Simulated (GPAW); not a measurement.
# Core-hole calculation of the Mo L₃ edge in Mo (Im-3m), part 2 of 3

Aim: the dependence of the Mo L₃ near-edge features of Mo (Im-3m) on volume.

GPAW 26.7.0; X-ray absorption from dipole matrix elements to empty bands, plane-wave PAW revPBE.

So far. Step 2 (Ground state of the crystal): The mesh shows no gap, so the system is treated as a metal and the core electron is put at the Fermi level (neutral cell).

## (4) Spectrum with XCH, Mo atom 1

The holes are 5.5 Å apart. In GPAW the data set carries the hole's charge, so charge=0 means a charged cell and charge=-1 a neutral one. The excited electron is kept in the cell, where it fills the lowest empty states and screens the hole. After the field has converged, empty bands are computed with the density fixed and the dipole matrix elements are summed.

The absorber has 8 Mo at 2.73 Å and 6 Mo at 3.15 Å (cube and octahedron, as in bcc, site symmetry m-3m).

The input, xas.py:

```python
import numpy as np
from ase import Atoms
from ase.parallel import parprint, paropen
from gpaw import GPAW, PW, FermiDirac, Mixer, MixerDif, setup_paths
from gpaw.test import gen
setup_paths.insert(0, '.')
gen('Mo', name='fch2p', xcname='revPBE', corehole=(2, 1, 1), write_xml=True)
from gpaw.mpi import world
world.barrier()

atoms = Atoms('Mo8',
    cell=[[-3.14683, 3.14683, 3.14683],
     [3.14683, -3.14683, 3.14683],
     [3.14683, 3.14683, -3.14683]],
    scaled_positions=[[0, 0, 0],
     [0, 0, 0.5],
     [0, 0.5, 0],
     [0.5, 0, 0],
     [0, 0.5, 0.5],
     [0.5, 0, 0.5],
     [0.5, 0.5, 0],
     [0.5, 0.5, 0.5]],
    pbc=True)
atoms.calc = calc = GPAW(legacy_gpaw=True, mode=PW(430, force_complex_dtype=True), xc='revPBE', setups={0: 'fch2p'},
    kpts={'size': (5, 5, 5), 'gamma': True}, occupations=FermiDirac(0.1),
    charge=-1, mixer=Mixer(0.1, 5, 50), maxiter=150,
    convergence={'density': 0.0001, 'eigenstates': 1e-6}, txt='scf.txt')
energy = atoms.get_potential_energy() + calc.get_reference_energy()
ef = calc.get_fermi_level()
out = dict(energy=energy, fermi=ef, forces=atoms.get_forces().tolist())
parprint(f'all-electron energy {energy:.4f} eV, Fermi level {ef:.4f} eV')
ev = np.array([[calc.get_eigenvalues(k, s) for k in range(len(calc.get_ibz_k_points()))] for s in range(calc.get_number_of_spins())])
out['homo'], out['lumo'], out['counts'] = ev[ev < ef].max(), ev[ev > ef].min(), sorted(set((ev < ef).sum((0, 2)).tolist()))
out['filled'] = (ev[:, 0] < ef).sum(1).tolist()

from ase.units import Ha
from gpaw.xas import dipole_matrix_elements
nb = int(calc.get_number_of_electrons() / 2) + 117
top, nb = nb, nb + 8 + nb // 12
nscf = calc.fixed_density(kpts={'size': (8, 8, 8), 'gamma': True}, nbands=nb,
    convergence={'bands': top, 'eigenstates': 5e-3}, maxiter=60, txt='nscf.txt')
cell = atoms.cell.array
ops = [cell.T @ U.T @ np.linalg.inv(cell.T) for U in nscf.wfs.kd.symmetry.op_scc]
E = np.arange(-6, 34, 0.1)
fwhm = np.interp(E, [4, 25], [1.78, 3.5])
Y, X, zero, highest = 0, 0, 1e9, 1e9
for spin in range(nscf.get_number_of_spins()):
    wfs = nscf.wfs
    mine = wfs.bd.get_slice()  # this rank's bands
    A = dipole_matrix_elements(wfs.setups[0])
    eps = np.zeros((wfs.kd.nibzkpts, nb))
    d = np.zeros((3, A.shape[1], wfs.kd.nibzkpts, nb), complex)
    for kpt in wfs.kpt_u:
        if kpt.s == spin and 0 in kpt.P_ani:
            eps[kpt.k, mine] = kpt.eps_n * Ha
            d[:, :, kpt.k, mine] = (kpt.weight * wfs.nspins / 2) ** 0.5 * np.inner(A, kpt.P_ani[0])
    world.sum(eps)
    world.sum(d)
    T = np.einsum('amkn,bmkn->abkn', d, d.conj()).real
    T = sum(np.einsum('ai,ijkn,bj->abkn', R, T, R) for R in ops) / len(ops)
    empty = eps > ef
    zero, highest = min(zero, eps[empty].min()), min(highest, eps[:, top - 1].min())
    lines = [(eps, T, empty)] if spin == 0 else lines + [(eps, T, empty)]
for eps, T, empty in lines:
    f = np.einsum('aakn->akn', T).reshape(3, -1)
    x = eps.ravel() - zero
    w = np.interp(x, E, fwhm) / 2.35482
    g = np.exp(-0.5 * ((E[:, None] - x) / w) ** 2) / (w * (2 * np.pi) ** 0.5)
    Y = Y + (f * empty.ravel()) @ g.T
    X = X + (f * ~empty.ravel()) @ g.T
out.update(E=E.round(2).tolist(), xas=Y.tolist(), xes=X.tolist(), zero=zero, valid=highest - zero, nk=len(eps), nb=nb)
for i in range(0, len(E), 10):
    parprint(f'{E[i]:7.2f}', *(f'{v:10.3e}' for v in Y[:, i]))
import json
with paropen('out.json', 'w') as f:
    json.dump(out, f)
```

The run is started by

```sh
$ OMP_NUM_THREADS=1 mpirun -n 4 gpaw python xas.py
```

Numbers of over 12 decimals in the logs are rounded to 6 here.

The program printed:

```text
Input parameters:
  charge: -1
  convergence: {density: 0.0001,
                eigenstates: 1e-06}
  kpts: {gamma: True,
         size: (5, 5, 5)}
  maxiter: 150
  mixer: {backend: pulay,
          beta: 0.1,
          method: separate,
          nmaxold: 5,
          weight: 50}
  mode: {ecut: 430.0,
         force_complex_dtype: True,
         name: pw}
  occupations: {fixmagmom: False,
                name: fermi-dirac,
                width: 0.1}
  setups: {0: fch2p}
  xc: revPBE

Initialize ...

[... PAW data sets ...]

Reference energy: -878561.597127  # eV

Spin-paired calculation

[... convergence settings ...]
Symmetries present (total): 48
  [... symmetry matrices ...]

125 k-points: 5 x 5 x 5 Monkhorst-Pack grid
10 k-points in the irreducible part of the Brillouin zone
       k-points in crystal coordinates                weights
   0:     0.00000000    0.00000000    0.00000000          1/125
   1:     0.20000000    0.00000000    0.00000000         12/125
   2:     0.20000000    0.20000000   -0.20000000          6/125
   3:     0.40000000    0.00000000   -0.20000000         24/125
   4:     0.40000000    0.00000000    0.00000000         12/125
   5:     0.40000000    0.20000000   -0.20000000         24/125
   6:     0.40000000    0.20000000    0.20000000          8/125
   7:     0.40000000    0.40000000   -0.40000000          6/125
   8:     0.40000000    0.40000000    0.20000000         24/125
   9:     0.40000000    0.40000000    0.40000000          8/125

Wave functions: Plane wave expansion
  Cutoff energy: 430.000 eV
  Number of coefficients (min, max): 2491, 2530
  Pulay-stress correction: 0.000000 eV/Ang^3 (de/decut=0.000000)
  Using FFTW library
  Wavefunction extrapolation:
    Improved wavefunction reuse through dual PAW basis

Occupation numbers: Fermi-Dirac:
  width: 0.1000  # eV

Eigensolver
   Davidson(niter=2)

Densities:
  Coarse grid: 27*27*27 grid
  Fine grid: 54*54*54 grid
  Total Charge: 0.000000

Density mixing:
  Method: separate
  Backend: pulay
  Linear mixing parameter: 0.1
  old densities: 5
  Width of damping distribution: 1.1
  Damping of long wavelength oscillations: 50

[... Hamiltonian set-up ...]
Number of atoms: 8
Number of atomic orbitals: 104
Number of bands in calculation: 72
Number of valence electrons: 113
Bands to converge: occupied

... initialized

Initializing position-dependent things.

Density initialized from atomic densities
Creating initial wave functions:
  72 bands from LCAO basis set

            Mo

         Mo     Mo
             MoMo
            Mo     Mo

                Mo

Atomic positions and initial magnetic moments

Positions:
   0 Mo     0.000000    0.000000    0.000000    ( 0.0000,  0.0000,  0.0000)
   1 Mo     1.573415    1.573415   -1.573415    ( 0.0000,  0.0000,  0.0000)
   2 Mo     1.573415   -1.573415    1.573415    ( 0.0000,  0.0000,  0.0000)
   3 Mo    -1.573415    1.573415    1.573415    ( 0.0000,  0.0000,  0.0000)
   4 Mo     3.146830    0.000000    0.000000    ( 0.0000,  0.0000,  0.0000)
   5 Mo     0.000000    3.146830    0.000000    ( 0.0000,  0.0000,  0.0000)
   6 Mo     0.000000    0.000000    3.146830    ( 0.0000,  0.0000,  0.0000)
   7 Mo     1.573415    1.573415    1.573415    ( 0.0000,  0.0000,  0.0000)

Unit cell:
           periodic     x           y           z      points  spacing
  1. axis:    yes   -3.146830    3.146830    3.146830    27     0.1648
  2. axis:    yes    3.146830   -3.146830    3.146830    27     0.1648
  3. axis:    yes    3.146830    3.146830   -3.146830    27     0.1648

  Lengths:   5.450469   5.450469   5.450469
  Angles:  109.471221 109.471221 109.471221

Effective grid spacing dv^(1/3) = 0.1850

iter:   1  -107.056502
iter:   2  -100.336177   -0.42  -1.10
iter:   3   -98.877115   -1.24  -1.19
iter:   4   -94.355298   -0.59  -1.24
iter:   5   -94.385941   -1.66  -1.74
iter:   6  -104.320060   -0.22  -1.78
iter:   7   -98.395561   -1.57  -1.24
iter:   8  -100.535134   -1.70  -1.41
iter:   9   -94.760024   -0.82  -1.34
iter:  10   -94.840381   -0.78  -1.81
iter:  11   -94.386308   -1.95  -1.81
iter:  12   -94.392438   -2.74  -2.31
iter:  13   -94.387755c  -3.78  -2.72
iter:  14   -94.391690c  -2.92  -2.84
iter:  15   -94.384385c  -3.68  -2.73
iter:  16   -94.384477c  -4.66  -3.20
iter:  17   -94.384443c  -4.70  -3.46
iter:  18   -94.384406c  -5.96  -3.93
iter:  19   -94.384387c  -6.59c -4.05c

Converged after 19 iterations.

Dipole moment: (0.000000, 0.000000, 0.000000) |e|*Ang

Energy contributions relative to reference atoms: (reference = -878561.597127)

Kinetic:        -91.978429
Potential:      +49.335748
External:        +0.000000
XC:             -48.906600
Entropy (-ST):   -0.262102
Local:           -2.704055
SIC:             +0.000000
--------------------------
Free energy:    -94.515438
Extrapolated:   -94.384387

Showing only first 2 kpts
 Kpt  Band  Eigenvalues  Occupancy
  0    54     15.02071    0.00000
  0    55     15.04510    0.00000
  0    56     15.04510    0.00000
  0    57     15.04510    0.00000

  1    54     13.67782    0.47782
  1    55     13.89240    0.07084
  1    56     14.27999    0.00152
[...]
Fermi level: 13.56195

No gap
No difference between direct/indirect transitions

Forces in eV/Ang:
  0 Mo   -0.00000   -0.00000   -0.00000
  1 Mo    0.00000    0.00000   -0.00000
  2 Mo    0.00000    0.00000    0.00000
  3 Mo    0.00000    0.00000    0.00000
  4 Mo   -0.00000    0.00000    0.00000
  5 Mo   -0.00000   -0.00000    0.00000
  6 Mo   -0.00000    0.00000    0.00000
  7 Mo    0.00000    0.00000    0.00000
Scalar-relativistic atomic revPBE calculation for Mo (Molybdenum, Z=42)
Core hole in 2p state (2p occupation: 5.0)
750 radial gridpoints.
|------------------------------------------------|
|------------------------------------------------|
[... the atom generator's iteration count ...]

Energy contributions:
-------------------------
Kinetic:    +4075.674118
XC:          -119.424168
Potential:  -7909.926568
-------------------------
Total:      -3953.676619

state      eigenvalue         ekin         rmax
-----------------------------------------------
1s^2.0 :  -733.942208   924.677160        0.023
2s^2.0 :  -106.404439   190.117571        0.129
2p^5.0 :   -95.955671   182.952605        0.103
3s^2.0 :   -18.867472    51.348836        0.378
3p^6.0 :   -15.330889    47.800716        0.370
3d^10.0:    -9.548339    43.135446        0.312
4s^2.0 :    -2.898353    11.878249        0.962
4p^6.0 :    -1.914907     9.762210        1.032
4d^5.0 :    -0.525435     5.307120        1.260
5s^1.0 :    -0.405722     1.599843        2.658
5p^0.0 :    -0.246953     0.965925        3.297
-----------------------------------------------
(units: Bohr and Hartree)

Generating PAW setup
Kinetic energy of the core from tauc = 4044.054629
Cutoffs:
rc(s)=2.340
rc(p)=2.450
rc(d)=2.450
rc(vbar)=2.340
rc(comp)=2.270
rc(nct)=2.450

Kinetic energy of the core states: 3965.208916
Charge: 1.0
Core electrons: 27.0
Valence electrons: 14.0
Pseudo-core charge: 0.000159
Shape function alpha=1.941
Pseudo-electron charge 6.109036
state    eigenvalue         norm
--------------------------------
4s(2) :    -2.898353     0.423560
5s(1) :    -0.405722     0.981216
4p(6) :    -1.914907     0.274495
5p(0) :    -0.246953     0.976585
4d(5) :    -0.525435     0.526714
*d    :     0.474565
--------------------------------

Diagonalizing with gridspacing h=0.050

state   all-electron     PAW
-------------------------------
4s:      -2.898353    -2.899012
4p:      -1.914907    -1.916145
4d:      -0.525435    -0.527332
*f:                   -0.030662
-------------------------------
all-electron energy -878655.9815 eV, Fermi level 13.5620 eV
[...]
31.00  6.830e-06  6.830e-06  6.830e-06
  32.00  7.133e-06  7.133e-06  7.133e-06
  33.00  7.445e-06  7.445e-06  7.445e-06
```

Elapsed: 87 s, on 4 MPI ranks of Arm Neoverse V2, shared host; peak memory 0.37 GiB; 5.8 min of CPU time.

The Mo L₃ spectrum, Mo atom 1, excited-electron core hole (neutral cell) (energy from the lowest empty level; intensity scaled to a mean of 1 over the first 20 eV):

| E (eV) | intensity |
| --- | --- |
| -2.0 | 0.02 |
| -1.5 | 0.10 |
| -1.0 | 0.38 |
| -0.5 | 1.10 |
| 0.0 | 2.20 |
| 0.5 | 3.24 |
| 1.0 | 3.76 |
| 1.5 | 3.64 |
| 2.0 | 3.13 |
| 2.5 | 2.46 |
| 3.0 | 1.84 |
| 3.5 | 1.34 |
| 4.0 | 0.96 |
| 4.5 | 0.71 |
| 5.0 | 0.56 |
| 5.5 | 0.49 |
| 6.0 | 0.45 |
| 6.5 | 0.42 |
| 7.0 | 0.39 |
| 7.5 | 0.36 |
| 8.0 | 0.33 |
| 8.5 | 0.30 |
| 9.0 | 0.31 |
| 9.5 | 0.36 |
| 10.0 | 0.46 |
| 10.5 | 0.58 |
| 11.0 | 0.70 |
| 11.5 | 0.79 |
| 12.0 | 0.83 |
| 12.5 | 0.83 |
| 13.0 | 0.82 |
| 13.5 | 0.79 |
| 14.0 | 0.75 |
| 14.5 | 0.72 |
| 15.0 | 0.69 |
| 15.5 | 0.67 |
| 16.0 | 0.64 |
| 16.5 | 0.62 |
| 17.0 | 0.60 |
| 17.5 | 0.59 |
| 18.0 | 0.61 |
| 18.5 | 0.63 |
| 19.0 | 0.64 |
| 19.5 | 0.64 |
| 20.0 | 0.60 |
| 20.5 | 0.54 |
| 21.0 | 0.47 |
| 21.5 | 0.42 |
| 22.0 | 0.40 |
| 22.5 | 0.40 |
| 23.0 | 0.41 |
| 23.5 | 0.44 |
| 24.0 | 0.46 |
| 24.5 | 0.48 |
| 25.0 | 0.50 |
| 25.5 | 0.51 |
| 26.0 | 0.52 |
| 26.5 | 0.52 |
| 27.0 | 0.53 |
| 27.5 | 0.53 |
| 28.0 | 0.53 |
| 28.5 | 0.53 |
| 29.0 | 0.52 |
| 29.5 | 0.50 |
| 30.0 | 0.49 |
| 30.5 | 0.48 |
| 31.0 | 0.48 |
| 31.5 | 0.49 |
| 32.0 | 0.50 |

Main maxima below 30 eV (height): 1.2 eV (3.78) and 12.4 eV (0.84). At an L edge the dipole rule selects empty d (and weakly s) states on the absorber, and the strong line at the onset measures the empty part of its d band.

The energy difference (zero at 2546 eV) isn't read as a photon energy: for so heavy an absorber the terms left out (core spin–orbit splitting, the hole's spin, the functional's error) amount to tens of eV or more.

## (5) Reference energy of the supercell

The cell changes for the next run, so it gets a reference energy of its own.

The cell differs from the one that the last finished run ended in (a 5.450 → 5.339 Å, b 5.450 → 5.339 Å, c 5.450 → 5.339 Å).

The input, scf.py:

```python
import numpy as np
from ase import Atoms
from ase.parallel import parprint, paropen
from gpaw import GPAW, PW, FermiDirac, Mixer, MixerDif, setup_paths
from gpaw.test import gen
setup_paths.insert(0, '.')
gen('Mo', name='nch2p', xcname='revPBE', corehole=(2, 1, 0), write_xml=True)
from gpaw.mpi import world
world.barrier()

atoms = Atoms('Mo8',
    cell=[[-3.08259095, 3.08259095, 3.08259095],
     [3.08259095, -3.08259095, 3.08259095],
     [3.08259095, 3.08259095, -3.08259095]],
    scaled_positions=[[0, 0, 0],
     [0, 0, 0.5],
     [0, 0.5, 0],
     [0.5, 0, 0],
     [0, 0.5, 0.5],
     [0.5, 0, 0.5],
     [0.5, 0.5, 0],
     [0.5, 0.5, 0.5]],
    pbc=True)
atoms.calc = calc = GPAW(legacy_gpaw=True, mode=PW(430, force_complex_dtype=True), xc='revPBE', setups={0: 'nch2p'},
    kpts={'size': (5, 5, 5), 'gamma': True}, occupations=FermiDirac(0.1),
    charge=0, mixer=Mixer(0.1, 5, 50), maxiter=150,
    convergence={'density': 0.0001, 'eigenstates': 1e-6}, txt='scf.txt')
energy = atoms.get_potential_energy() + calc.get_reference_energy()
ef = calc.get_fermi_level()
out = dict(energy=energy, fermi=ef, forces=atoms.get_forces().tolist())
parprint(f'all-electron energy {energy:.4f} eV, Fermi level {ef:.4f} eV')
ev = np.array([[calc.get_eigenvalues(k, s) for k in range(len(calc.get_ibz_k_points()))] for s in range(calc.get_number_of_spins())])
out['homo'], out['lumo'], out['counts'] = ev[ev < ef].max(), ev[ev > ef].min(), sorted(set((ev < ef).sum((0, 2)).tolist()))
out['filled'] = (ev[:, 0] < ef).sum(1).tolist()
import json
with paropen('out.json', 'w') as f:
    json.dump(out, f)
```

The run is started by

```sh
$ OMP_NUM_THREADS=1 mpirun -n 4 gpaw python scf.py
```

The program printed:

```text
Input parameters:
  convergence: {density: 0.0001,
                eigenstates: 1e-06}
  kpts: {gamma: True,
         size: (5, 5, 5)}
  maxiter: 150
  mixer: {backend: pulay,
          beta: 0.1,
          method: separate,
          nmaxold: 5,
          weight: 50}
  mode: {ecut: 430.0,
         force_complex_dtype: True,
         name: pw}
  occupations: {fixmagmom: False,
                name: fermi-dirac,
[...]
5s(1) :    -0.146945     0.978258
4p(6) :    -1.412799     0.336071
5p(0) :    -0.037059     0.986060
4d(5) :    -0.135961     0.660494
*d    :     0.864039
--------------------------------

Diagonalizing with gridspacing h=0.050

state   all-electron     PAW
-------------------------------
4s:      -2.361205    -2.361878
4p:      -1.412799    -1.414111
4d:      -0.135961    -0.137524
*f:                    0.061654
-------------------------------
all-electron energy -881201.6489 eV, Fermi level 14.8155 eV
[key lines of the parts left out:]
Converged after 15 iterations.
Dipole moment: (-0.000000, 0.000000, 0.000000) |e|*Ang
Free energy:    -85.668133
Fermi level: 14.81549
```

Elapsed: 19 s, on 4 MPI ranks; peak memory 0.21 GiB; 77 s of CPU time.

Reference energy: -881201.649 eV with the cores included.

## (6) Spectrum with XCH, Mo atom 1

Shorter bonds are expected to push antibonding states and scattering resonances up, and longer ones down; the cell is scaled to test that.

Changed against the first core-hole run: volume scale from 1 to 0.94.

xas.py: that of step 4 with these lines changed.

```diff
@@ -11,5 +11,5 @@
 atoms = Atoms('Mo8',
-    cell=[[-3.14683, 3.14683, 3.14683],
-     [3.14683, -3.14683, 3.14683],
-     [3.14683, 3.14683, -3.14683]],
+    cell=[[-3.08259095, 3.08259095, 3.08259095],
+     [3.08259095, -3.08259095, 3.08259095],
+     [3.08259095, 3.08259095, -3.08259095]],
     scaled_positions=[[0, 0, 0],
@@ -37,3 +37,3 @@
 from gpaw.xas import dipole_matrix_elements
-nb = int(calc.get_number_of_electrons() / 2) + 117
+nb = int(calc.get_number_of_electrons() / 2) + 113
 top, nb = nb, nb + 8 + nb // 12
```

The run is started by

```sh
$ OMP_NUM_THREADS=1 mpirun -n 4 gpaw python xas.py
```

The program printed:

```text
Input parameters:
  charge: -1
  convergence: {density: 0.0001,
                eigenstates: 1e-06}
  kpts: {gamma: True,
         size: (5, 5, 5)}
  maxiter: 150
  mixer: {backend: pulay,
          beta: 0.1,
          method: separate,
          nmaxold: 5,
          weight: 50}
  mode: {ecut: 430.0,
         force_complex_dtype: True,
         name: pw}
  occupations: {fixmagmom: False,
[...]
*d    :     0.474565
--------------------------------

Diagonalizing with gridspacing h=0.050

state   all-electron     PAW
-------------------------------
4s:      -2.898353    -2.899012
4p:      -1.914907    -1.916145
4d:      -0.525435    -0.527332
*f:                   -0.030662
-------------------------------
all-electron energy -878655.4098 eV, Fermi level 14.6621 eV
[...]
32.00  6.614e-06  6.614e-06  6.614e-06
  33.00  6.818e-06  6.818e-06  6.818e-06
[key lines of the parts left out:]
Converged after 21 iterations.
Dipole moment: (-0.000000, 0.000000, 0.000000) |e|*Ang
Free energy:    -93.934300
Fermi level: 14.66205
```

Run time: 86 s. Hardware: 4 MPI ranks; peak memory 0.37 GiB.

```
E (eV)  first run  this run
  -2.0       0.02      0.01
  -1.0       0.38      0.33
   0.0       2.20      1.98
   1.0       3.76      3.51
   2.0       3.13      3.13
   3.0       1.84      1.97
   4.0       0.96      1.11
   5.0       0.56      0.62
   6.0       0.45      0.47
   7.0       0.39      0.41
   8.0       0.33      0.36
   9.0       0.31      0.31
  10.0       0.46      0.33
  11.0       0.70      0.52
  12.0       0.83      0.78
  13.0       0.82      0.89
  14.0       0.75      0.85
  15.0       0.69      0.76
  16.0       0.64      0.70
  17.0       0.60      0.64
  18.0       0.61      0.60
  19.0       0.64      0.62
  20.0       0.60      0.66
  21.0       0.47      0.60
  22.0       0.40      0.46
  23.0       0.41      0.39
  24.0       0.46      0.40
  25.0       0.50      0.45
  26.0       0.52      0.48
  27.0       0.53      0.51
  28.0       0.53      0.53
  29.0       0.52      0.54
  30.0       0.49      0.52
  31.0       0.48      0.48
  32.0       0.50      0.46
```

Against the first run the r.m.s. difference is 8 %. The highest intensity below 24 eV goes from 1.2 eV (3.78) to 1.2 eV (3.56).

The photon energy of the zero moves by -0.10 eV.

## (7) Reference energy of the supercell

The cell changes for the next run, so it gets a reference energy of its own.

The cell differs from the one that the last finished run ended in (a 5.339 → 5.395 Å, b 5.339 → 5.395 Å, c 5.339 → 5.395 Å).

scf.py: that of step 5 with these lines changed.

```diff
@@ -11,5 +11,5 @@
 atoms = Atoms('Mo8',
-    cell=[[-3.08259095, 3.08259095, 3.08259095],
-     [3.08259095, -3.08259095, 3.08259095],
-     [3.08259095, 3.08259095, -3.08259095]],
+    cell=[[-3.11504167, 3.11504167, 3.11504167],
+     [3.11504167, -3.11504167, 3.11504167],
+     [3.11504167, 3.11504167, -3.11504167]],
     scaled_positions=[[0, 0, 0],
```

The run is started by

```sh
$ OMP_NUM_THREADS=1 mpirun -n 4 gpaw python scf.py
```

The program printed:

```text
Input parameters:
  convergence: {density: 0.0001,
                eigenstates: 1e-06}
  kpts: {gamma: True,
         size: (5, 5, 5)}
  maxiter: 150
  mixer: {backend: pulay,
          beta: 0.1,
          method: separate,
          nmaxold: 5,
          weight: 50}
  mode: {ecut: 430.0,
         force_complex_dtype: True,
         name: pw}
  occupations: {fixmagmom: False,
                name: fermi-dirac,
[...]
5s(1) :    -0.146945     0.978258
4p(6) :    -1.412799     0.336071
5p(0) :    -0.037059     0.986060
4d(5) :    -0.135961     0.660494
*d    :     0.864039
--------------------------------

Diagonalizing with gridspacing h=0.050

state   all-electron     PAW
-------------------------------
4s:      -2.361205    -2.361878
4p:      -1.412799    -1.414111
4d:      -0.135961    -0.137524
*f:                    0.061654
-------------------------------
all-electron energy -881202.0970 eV, Fermi level 14.2508 eV
[key lines of the parts left out:]
Converged after 20 iterations.
Dipole moment: (-0.000000, 0.000000, 0.000000) |e|*Ang
Free energy:    -86.123345
Fermi level: 14.25079
```

Wall time 24 s (4 MPI ranks); peak memory 0.21 GiB; 94 s of CPU time.

Reference energy: -881202.097 eV with the cores included.

[end of part 2 of 3]

[Banner, clock and machine lines of the logs are left out without a mark of their own.]

[Logs are printed without paths, hosts, clocks, repeated set-up lines and the standing remarks that a program may print on its own settings, such as how far it seeks lower states.]

[Hosts, paths, dates, database ids (printed as entryN), source tags and the programs' standing remarks are cut or masked in the printed files.]

[Lists of maxima count a maximum above −3 eV only where it reaches 4 % of the highest in the window and stands out from its surroundings by 2 % of it (1.5 % where it reaches 55 %); shoulders and weaker maxima are passed over, and of the rest the first, up to two pre-edge ones and the few strongest are named.]
